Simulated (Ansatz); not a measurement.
In doubt: one-shot GW on d or f shells is unsure (in some of the runs), so the values of those runs are not to be relied on.

System: NaFeN (P6_3mc).

The structure is hexagonal, space group P6_3mc (No. 186). The conventional cell has a = 2.979 Å, b = 2.979 Å, c = 9.678 Å, α = 90.00°, β = 90.00°, γ = 120.00°. Nearest to Na lie 4 N at 2.55 to 2.95 Å and 3 Fe at 2.91 Å and 6 Na at 2.98 Å. Fe has 3 N at 1.78 Å nearest. Nearest to N lie 3 Fe at 1.78 Å and 4 Na at 2.55 to 2.95 Å. Farther neighbours and most contacts between anions are not listed.

```xyz
6
Lattice="2.9792 0.0000 0.0000 -1.4896 2.5801 0.0000 0.0000 0.0000 9.6776" Properties=species:S:1:pos:R:3 pbc="T T T"
Na    1.4896    0.8600    7.3616
Na    0.0000    1.7200    2.5229
Fe    0.0000    0.0000    5.0146
Fe    0.0000    0.0000    0.1758
N     0.0000    1.7200    5.4754
N     1.4896    0.8600    0.6366
```

The cell and positions are those that the Materials Project relaxed with its own functionals (PBE, PBE+U or r2SCAN), kept fixed. At the settings of the band run the largest force is still 0.11 eV/Å.

Gaps computed with Ansatz 0.2.0 without a self-energy: PBEsol 0.31 eV, PBE 0.34 eV, HSE06 1.19 eV and PBE0 1.86 eV. The mean ε∞ by PBE perturbation theory is 23.53.

Q: What gap should G0W0 on PBE give (6×6×2 mesh, 589 empty bands, screening to 230 eV, PAW set soft_1 files)?

About 0.62 eV: on its mesh the run moves the gap from 0.34 eV by +0.28 eV. Among the scalar-relativistic levels given, PBE is nearest (−0.28 eV). One-shot corrections scale roughly with one over ε∞, here 0.04. Bands and cutoff are finite, so the gap is not at the basis limit. The miss can reach some tenths of an eV and take either sign; the mesh is an error of its own. The 6×6×2 mesh is coarse for this cell (its supercell is 18 Å along the shortest edge). The RPA ε∞ on it, from the PBE start, is 6.03 and 33.30; such meshes misread the long-range screening, most where the gap is narrow. The runs have no spin polarisation. For a closed low-spin shell that is the natural state; where a d or f shell is open it is a constraint, and the gap is then not the crystal's own. With d states at the gap, one-shot GW leans hard on its start. The program marks a band-edge row as in doubt, so the gap is less sure than its digits.

[Paths, hosts, dates, memory and timing lines, banners, echoed tables and standing remarks are left out of the program output.]

[Logs are printed without paths, hosts, clocks, repeated set-up lines and the standing remarks that a program may print on its own settings, such as how far it seeks lower states.]

[Runs of the session that timed out or met a known fault of the program may be left out.]

[Cells called generated may have been cut or substituted from an entry of the Crystallography Open Database or the Materials Project.]

[Hosts, paths, dates, database ids (printed as entryN), source tags and the programs' standing remarks are cut or masked in the printed files.]
